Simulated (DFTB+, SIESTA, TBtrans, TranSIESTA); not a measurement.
# Transport through 2,7-naphthalenedithiolate between two C chains, part 2 of 3

Which level of theory is enough for the transmission of 2,7-naphthalenedithiolate between two C chains? The current runs along the third cell vector; the first and last atoms are layers of the leads.

SIESTA 5.4.2, TranSIESTA 5.4.2, TBtrans 5.4.2, DFTB+ 25.1 with libNEGF and DFTB+ 25.1; PBE, numerical atomic orbitals (DZP), PseudoDojo norm-conserving files converted to PSML; other levels are named step by step (the session's first sound run).

So far, conductance (G₀): step 4 (transmission at zero bias, case PBE, DZP) 0.00148; step 6 (case basis SZ) 0.00146. Also open channels of the lead: step 4 2.00; step 6 2.00.

## Step 7: The source contact

This step: DFTB with the mio-1-1 Slater-Koster set, self-consistent charges, non-equilibrium Green functions with a Poisson solver (DFTB+ 25.1 with libNEGF).

Changed here: DFTB, mio. A cheaper Hamiltonian on the same geometry shows what the approximation costs. DFTB+ wants the junction with two more principal layers on either side as contacts, as in geo.gen. Each contact's Hamiltonian, charges and Fermi level come from a bulk run of its two layers; for a wire the k-points stand on the first axis by the program's rule. The drain runs alike.

dftb_in.hsd

```
Geometry = GenFormat {
  <<< "geo.gen"
}
Transport {
  Device {
    AtomRange = 1 34
    FirstLayerAtoms = 1 7 29
  }
  Contact {
    Id = "source"
    AtomRange = 35 46
  }
  Contact {
    Id = "drain"
    AtomRange = 47 58
  }
  Task = ContactHamiltonian {
    ContactId = "source"
  }
}
Hamiltonian = DFTB {
  SCC = Yes
  SccTolerance = 1e-05
  MaxSccIterations = 250
  Mixer = Broyden {
    MixingParameter = 0.05
  }
  SlaterKosterFiles = Type2FileNames {
    Prefix = "skf/"
    Separator = "-"
    Suffix = ".skf"
  }
  MaxAngularMomentum {
    C = "p"
    S = "d"
    H = "s"
  }
  TruncateSKRange = {
    SKMaxDistance [Angstrom] = 5.76
    HardCutoff = Yes
  }
  Filling = Fermi {
    Temperature [K] = 300
  }
  KPointsAndWeights = SupercellFolding {
    24 0 0
    0 1 0
    0 0 1
    0.5 0.0 0.0
  }
}
ParserOptions {
  ParserVersion = 14
}
```

geo.gen

```
58 C
  C S H
   1 1     8.524157     4.500000     0.640000
   2 1     8.524157     4.500000     1.920000
   3 1     8.524157     4.500000     3.200000
   4 1     8.524157     4.500000     4.480000
   5 1     8.524157     4.500000     5.760000
   6 1     8.524157     4.500000     7.040000
   7 1     8.524157     4.500000     8.320000
   8 1     8.524157     4.500000     9.600000
   9 2     9.742245     3.433022    10.263566
  10 3    12.569060     3.430152    10.884380
  11 1    10.617995     3.441722    11.812575
  12 1    12.012443     3.435554    11.818777
  13 3    13.798313     3.431807    13.007073
  14 3     8.834436     3.427901    13.020757
  15 1     9.922278     3.437619    13.025540
  16 1    12.710573     3.436008    13.028831
  17 1    12.023502     3.438535    14.251895
  18 1    10.610014     3.438797    14.251895
  19 1    12.710574     3.436012    15.474958
  20 1     9.922279     3.437622    15.478250
  21 3     8.834437     3.427903    15.483034
  22 3    13.798313     3.431810    15.496715
  23 1    12.012444     3.435560    16.685012
  24 1    10.617996     3.441727    16.691214
  25 3    12.569062     3.430159    17.619409
  26 2     9.742248     3.433026    18.240225
  27 1     8.524157     4.500000    18.903790
  28 1     8.524157     4.500000    20.183790
  29 1     8.524157     4.500000    21.463790
  30 1     8.524157     4.500000    22.743790
  31 1     8.524157     4.500000    24.023790
  32 1     8.524157     4.500000    25.303790
  33 1     8.524157     4.500000    26.583790
  34 1     8.524157     4.500000    27.863790
  35 1     8.524157     4.500000    -7.040000
  36 1     8.524157     4.500000    -5.760000
  37 1     8.524157     4.500000    -4.480000
  38 1     8.524157     4.500000    -3.200000
  39 1     8.524157     4.500000    -1.920000
  40 1     8.524157     4.500000    -0.640000
  41 1     8.524157     4.500000   -14.720000
  42 1     8.524157     4.500000   -13.440000
  43 1     8.524157     4.500000   -12.160000
  44 1     8.524157     4.500000   -10.880000
  45 1     8.524157     4.500000    -9.600000
  46 1     8.524157     4.500000    -8.320000
  47 1     8.524157     4.500000    29.143790
  48 1     8.524157     4.500000    30.423790
  49 1     8.524157     4.500000    31.703790
  50 1     8.524157     4.500000    32.983790
  51 1     8.524157     4.500000    34.263790
  52 1     8.524157     4.500000    35.543790
  53 1     8.524157     4.500000    36.823790
  54 1     8.524157     4.500000    38.103790
  55 1     8.524157     4.500000    39.383790
  56 1     8.524157     4.500000    40.663790
  57 1     8.524157     4.500000    41.943790
  58 1     8.524157     4.500000    43.223790
```

Command:

```
OMP_NUM_THREADS=1 dftb+ > mio11.source.out
```

The job ended after 0.05 s (1 thread of AMD EPYC 9R45, shared host; peak memory 0.2 GiB).

Numbers from this step:

```yaml
fermi_energy: -4.966 eV
```

## Step 8: Transmission at zero bias, case DFTB, mio

Changed here: DFTB, mio. A cheaper Hamiltonian on the same geometry shows what the approximation costs. The hoppings are cut so that a layer touches its neighbours alone. The energy range is centred on the contact run's Fermi level.

Edit dftb_in.hsd of step 7 so:

```diff
@@ -11,2 +11,4 @@
     AtomRange = 35 46
+    Potential [eV] = 0
+    Temperature [K] = 300
   }
@@ -15,6 +17,6 @@
     AtomRange = 47 58
+    Potential [eV] = 0
+    Temperature [K] = 300
   }
-  Task = ContactHamiltonian {
-    ContactId = "source"
-  }
+  Task = UploadContacts {}
 }
@@ -44,7 +46,25 @@
   }
-  KPointsAndWeights = SupercellFolding {
-    24 0 0
-    0 1 0
-    0 0 1
-    0.5 0.0 0.0
+  Electrostatics = Poisson {
+    PoissonBox [Angstrom] = 19.27 15.07 28.50
+    MinimalGrid [Angstrom] = 0.5 0.5 0.5
+    PoissonAccuracy = 1e-6
+    SavePotential = Yes
+  }
+  Solver = GreensFunction {
+    Delta = 1e-05
+    ContourPoints = 20 20
+    LowestEnergy [eV] = -40.0
+    RealAxisStep [eV] = 0.02
+    EnclosedPoles = 3
+  }
+}
+Analysis {
+  TunnelingAndDos {
+    EnergyRange [eV] = -6.9659 -2.9659
+    EnergyStep [eV] = 0.025
+    Delta = 1e-05
+    Region {
+      Atoms = 7:28
+      Label = "channel"
+    }
   }
```

geo.gen is that of step 7.

Command:

```
OMP_NUM_THREADS=1 dftb+ > mio11.v0.out
```

The job ended after 2.4 s (1 thread; peak memory 0.2 GiB).

One spin. Table of transmission by energy, zero at the Fermi level:

```
energy (eV)  transmission
     -2.000         0.754
     -1.900         0.788
     -1.800         0.860
     -1.700         0.969
     -1.625          1.03
     -1.600          1.02
     -1.500         0.781
     -1.400         0.389
     -1.300         0.172
     -1.200        0.0841
     -1.100        0.0479
     -1.000        0.0303
     -0.900        0.0199
     -0.800        0.0131
     -0.700       0.00839
     -0.600       0.00525
     -0.500       0.00323
     -0.400       0.00198
     -0.300       0.00125
     -0.200        8.3e-4
     -0.100        6.1e-4
      0.000        5.2e-4
      0.100        5.1e-4
      0.200        5.7e-4
      0.300        6.8e-4
      0.400        8.6e-4
      0.500       0.00114
      0.600       0.00154
      0.700       0.00217
      0.800       0.00318
      0.900       0.00490
      1.000       0.00801
      1.100        0.0142
      1.200        0.0277
      1.300        0.0623
      1.400         0.170
      1.500         0.544
      1.600         0.999
      1.700         0.689
      1.800         0.484
      1.900         0.423
      2.000         0.441
```

The conductance is 5.3e-4 G0, 0.36 times that of the case PBE, DZP. The thermopower is positive, since T(E) falls through the Fermi level. By hand: Mott's formula S = −(π²k²T/3e) d ln T/dE has the factor 7.33 µV/K × eV at 300 K; T(−0.05 eV) = 5.50e-4 and T(+0.05 eV) = 5.05e-4 give a slope of -0.868 per eV and S ≈ 6.36 µV/K, against 6.85 from the full integral.

## Step 9: The junction as a periodic cell, case GFN1-xTB

This step: GFN1-xTB Hamiltonian of the periodic cell between leads' self-energies (DFTB+ 25.1).

Changed here: GFN1-xTB. A cheaper Hamiltonian on the same geometry shows what the approximation costs. The periodic cell gives self-consistent charges, from which the Hamiltonian is then written out; one principal layer of the lead was run in the same way.

dftb_in.hsd

```
Geometry = GenFormat {
  <<< "geo.gen"
}
Hamiltonian = xTB {
  Method = "GFN1-xTB"
  SccTolerance = 1e-06
  MaxSccIterations = 300
  Mixer = Broyden {
    MixingParameter = 0.1
  }
  Filling = Fermi {
    Temperature [K] = 300
  }
  KPointsAndWeights = SupercellFolding {
    1 0 0
    0 1 0
    0 0 2
    0.0 0.0 0.0
  }
}
Options {
  WriteChargesAsText = Yes
}
Analysis {
  MullikenAnalysis = Yes
  PrintForces = Yes
}
ParserOptions {
  ParserVersion = 14
}
```

Edit geo.gen of step 8 so:

```diff
@@ -1,2 +1,2 @@
-58 C
+34 S
   C S H
@@ -36,25 +36,5 @@
   34 1     8.524157     4.500000    27.863790
-  35 1     8.524157     4.500000    -7.040000
-  36 1     8.524157     4.500000    -5.760000
-  37 1     8.524157     4.500000    -4.480000
-  38 1     8.524157     4.500000    -3.200000
-  39 1     8.524157     4.500000    -1.920000
-  40 1     8.524157     4.500000    -0.640000
-  41 1     8.524157     4.500000   -14.720000
-  42 1     8.524157     4.500000   -13.440000
-  43 1     8.524157     4.500000   -12.160000
-  44 1     8.524157     4.500000   -10.880000
-  45 1     8.524157     4.500000    -9.600000
-  46 1     8.524157     4.500000    -8.320000
-  47 1     8.524157     4.500000    29.143790
-  48 1     8.524157     4.500000    30.423790
-  49 1     8.524157     4.500000    31.703790
-  50 1     8.524157     4.500000    32.983790
-  51 1     8.524157     4.500000    34.263790
-  52 1     8.524157     4.500000    35.543790
-  53 1     8.524157     4.500000    36.823790
-  54 1     8.524157     4.500000    38.103790
-  55 1     8.524157     4.500000    39.383790
-  56 1     8.524157     4.500000    40.663790
-  57 1     8.524157     4.500000    41.943790
-  58 1     8.524157     4.500000    43.223790
+  0.0 0.0 0.0
+  17.048313 0.000000 0.000000
+  0.000000 9.000000 0.000000
+  0.000000 0.000000 28.503790
```

Command:

```
OMP_NUM_THREADS=1 dftb+ > dftb.out
```

Run time: 0.28 s. Hardware: 1 thread; peak memory 0.2 GiB.

This step gave:

* Fermi energy: -9.964 eV

## Step 10: Transmission at zero bias, case GFN1-xTB

run.py

```python
import json, re
import numpy as np
from numpy.linalg import inv, eigh, eigvalsh

Ha = 27.211386
n_lead, slices = 6, [0, 6, 28]      # atoms of a principal layer; first atom of each slice of the device
order = list(range(34))      # atoms of the device by height
energies = np.arange(-2.0125, 2.0125 + 1e-9, 0.025)
eta, temperature, mesh, align = 0.0001, 300, (1, 1), True


def read(path):
    """Blocks (atom, neighbour, cell, matrix) of hamreal1.dat or overreal.dat."""
    words = re.sub(r'#.*', '', open(path).read()).split()
    n = int(words[0])
    norb = [int(w) for w in words[3:1 + 3 * n:3]]
    blocks, i = [], 1 + 3 * n
    while i < len(words):
        a, b, cell = int(words[i]) - 1, int(words[i + 2]) - 1, [int(w) for w in words[i + 3:i + 6]]
        m = np.array(words[i + 6:i + 6 + norb[a] * norb[b]], float).reshape(norb[a], norb[b])
        blocks.append((a, b, cell, m))
        i += 6 + m.size
    return np.r_[0, np.cumsum(norb)], blocks


def matrix(data, k, R):
    """The block between cell 0 and cell R along the current, at wave vector k across it."""
    at, blocks = data
    M = np.zeros((at[-1], at[-1]), complex)
    for a, b, c, m in blocks:
        phase = np.exp(2j * np.pi * (k[0] * c[0] + k[1] * c[1]))
        if c[2] == R:
            M[at[a]:at[a + 1], at[b]:at[b + 1]] += m * phase
        if c[2] == -R and a != b:      # a pair of unlike atoms is listed once
            M[at[b]:at[b + 1], at[a]:at[a + 1]] += m.T * phase.conjugate()
    return M


def fermi_level(folder):
    return float(re.search(r'Fermi level:.*H +(\S+) eV', open(folder + '/detailed.out').read())[1])


def surface(a0, a1):
    es, e, a, b = a0.copy(), a0.copy(), a1[0].copy(), a1[1].copy()
    for _ in range(200):
        g = inv(e)
        ag, bg = a @ g, b @ g
        es, e = es - ag @ b, e - ag @ b - bg @ a
        a, b = -ag @ a, -bg @ b
        if abs(a).max() < 1e-11:
            break
    return inv(es)


files = {f: [read(f'{f}/{x}') for x in ('hamreal1.dat', 'overreal.dat')] for f in ('lead', 'device')}
fermi = fermi_level('device')
at = files['device'][0][0]
cut = [np.concatenate([np.arange(at[a], at[a + 1]) for a in order[i:j]]) for i, j in zip(slices, slices[1:] + [len(order)])]
points = [(i, j) for i in range(mesh[0]) for j in range(mesh[1]) if (i, j) <= (-i % mesh[0], -j % mesh[1])]
weights = [(1 if (i, j) == (-i % mesh[0], -j % mesh[1]) else 2) / (mesh[0] * mesh[1]) for i, j in points]
T, N, top, tail, dropped = np.zeros(len(energies)), np.zeros(len(energies)), np.zeros((3, len(energies))), 0.0, 0.0
for (i, j), w in zip(points, weights):
    k = (i / mesh[0], j / mesh[1])
    H, S = Ha * matrix(files['device'][0], k, 0), matrix(files['device'][1], k, 0)
    (H0, H1, H2), (S0, S1) = [Ha * matrix(files['lead'][0], k, R) for R in range(3)], [matrix(files['lead'][1], k, R) for R in range(2)]
    n = len(H0)
    shift = np.mean(np.diag(H)[:n] - np.diag(H0)).real if align else fermi - fermi_level('lead')
    H0, H1, zero = H0 + shift * S0, H1 + shift * S1, fermi_level('lead') + shift
    tail = max(tail, abs(H2).max())
    dropped = max([dropped] + [abs(H[np.ix_(a, b)]).max() for a, b in zip(cut, cut[2:])])
    for m, e in enumerate(energies):
        z = zero + e + 1j * eta
        a0, up, down = z * S0 - H0, z * S1 - H1, z * S1.conj().T - H1.conj().T
        sl, sr = down @ surface(a0, (down, up)) @ up, up @ surface(a0, (up, down)) @ down
        gl, gr = 1j * (sl - sl.conj().T), 1j * (sr - sr.conj().T)
        A = (zero + e) * S - H
        g = g1 = inv(A[np.ix_(cut[0], cut[0])] - sl)
        for a, b in zip(cut, cut[1:]):
            v = A[np.ix_(a, b)]
            g = inv(A[np.ix_(b, b)] - v.conj().T @ g @ v - (sr if b is cut[-1] else 0))
            g1 = -g1 @ v @ g
        x, u = eigh(gl)
        root = u * np.sqrt(x.clip(0))
        t = eigvalsh(root.conj().T @ g1 @ gr @ g1.conj().T @ root)[::-1].clip(0)
        bulk = inv(a0 - sl - sr)
        T[m] += w * t.sum()
        N[m] += w * np.trace(gl @ bulk @ gr @ bulk.conj().T).real
        top[:, m] += w * t[:3]

print(f'orbitals: device {at[-1]}, principal layer {n}; slices {len(cut)}; k points {len(points)}')
print(f'Fermi level of the device cell {fermi:.4f} eV; shift of the lead {shift:.4f} eV; zero of energy (Fermi level of the lead) {zero:.4f} eV')
print(f'largest element left out: past the next layer of the lead {tail:.1e} eV, between slices {dropped:.1e} eV')
print('  E-E_F (eV)   T (one spin)   channels   three largest eigenchannels')
for row in zip(energies, T, N, *top):
    print('%10.3f  %12.4e  %9.4f  %10.3e %10.3e %10.3e' % row)
kT = 8.617333e-5 * temperature
fine = np.linspace(energies[0], energies[-1], 6001)
y = np.exp(np.interp(fine, energies, np.log(T + 1e-30)))
f = 1 / (1 + np.exp(np.clip(fine / kT, -200, 200)))
G = np.trapezoid(y * f * (1 - f) / kT, fine)
seebeck = -np.trapezoid(y * f * (1 - f) / kT * fine, fine) / (G * temperature) * 1e6
print(f'conductance at {temperature} K: {G:.5g} G0 a cell; thermopower {seebeck:.4g} uV/K')
json.dump(dict(E=energies.tolist(), T=T.tolist(), N=N.tolist(), top=top.tolist(), G=G, seebeck=seebeck, tail=tail, dropped=dropped,
               shift=shift, orbitals=int(at[-1]), lead=n), open('result.json', 'w'))
```

device/dftb_in.hsd, as its differences from dftb_in.hsd of step 9:

```diff
@@ -19,9 +19,7 @@
   }
+  ReadInitialCharges = Yes
 }
 Options {
-  WriteChargesAsText = Yes
-}
-Analysis {
-  MullikenAnalysis = Yes
-  PrintForces = Yes
+  ReadChargesAsText = Yes
+  WriteRealHS = Yes
 }
```

Command:

```
(cd lead && OMP_NUM_THREADS=1 dftb+ > dump.out)
(cd device && OMP_NUM_THREADS=1 dftb+ > dump.out)
OMP_NUM_THREADS=1 python run.py
```

The job ended after 0.46 s (1 thread; peak memory 0.2 GiB).

One spin. Table of transmission by energy, zero at the Fermi level:

energy (eV), log10 transmission and a bar from the least value:
```
   -1.988       -0.2 #############################
   -1.812       -0.1 #############################
   -1.663        0.0 ##############################
   -1.613        0.0 ##############################
   -1.413       -0.7 ########################
   -1.212       -1.4 ###################
   -1.012       -1.7 ################
   -0.812       -2.0 ##############
   -0.613       -2.3 ###########
   -0.412       -2.6 #########
   -0.212       -3.0 #####
   -0.013       -3.4 ##
    0.212       -3.7 
    0.412       -3.4 ##
    0.613       -3.0 #####
    0.812       -2.5 ##########
    0.988       -1.8 ###############
    1.212       -0.3 ###########################
    1.262        0.0 ##############################
    1.413       -0.6 #########################
    1.613       -0.8 #######################
    1.788       -0.7 ########################
    1.988       -0.4 ###########################
```

The conductance is 3.7e-4 G0, 0.25 times that of the case PBE, DZP. The largest eigenchannels at the Fermi level pass 3.3e-4 and 3.6e-5. The thermopower is positive, since T(E) falls through the Fermi level. By hand: Mott's formula S = −(π²k²T/3e) d ln T/dE has the factor 7.33 µV/K × eV at 300 K; T(−0.05 eV) = 4.55e-4 and T(+0.05 eV) = 2.96e-4 give a slope of -4.28 per eV and S ≈ 31.4 µV/K, against 31.7 from the full integral.

## Step 11: The junction as a periodic cell, case GFN2-xTB

This step: GFN2-xTB Hamiltonian of the periodic cell between leads' self-energies (DFTB+ 25.1).

Changed here: GFN2-xTB. A cheaper Hamiltonian on the same geometry shows what the approximation costs.

Edit dftb_in.hsd of step 9 so:

```diff
@@ -4,3 +4,3 @@
 Hamiltonian = xTB {
-  Method = "GFN1-xTB"
+  Method = "GFN2-xTB"
   SccTolerance = 1e-06
```

geo.gen is that of step 9.

Command:

```
OMP_NUM_THREADS=1 dftb+ > dftb.out
```

It took 0.34 s on 1 thread; peak memory 0.2 GiB.

Numbers from this step:

| Property | Result |
| --- | --- |
| Fermi energy | -9.317 eV |

[end of part 2 of 3]

[Logs are printed without paths, hosts, clocks, repeated set-up lines and the standing remarks that a program may print on its own settings, such as how far it seeks lower states.]

[Hosts, paths, dates, database ids (printed as entryN), source tags and the programs' standing remarks are cut or masked in the printed files.]
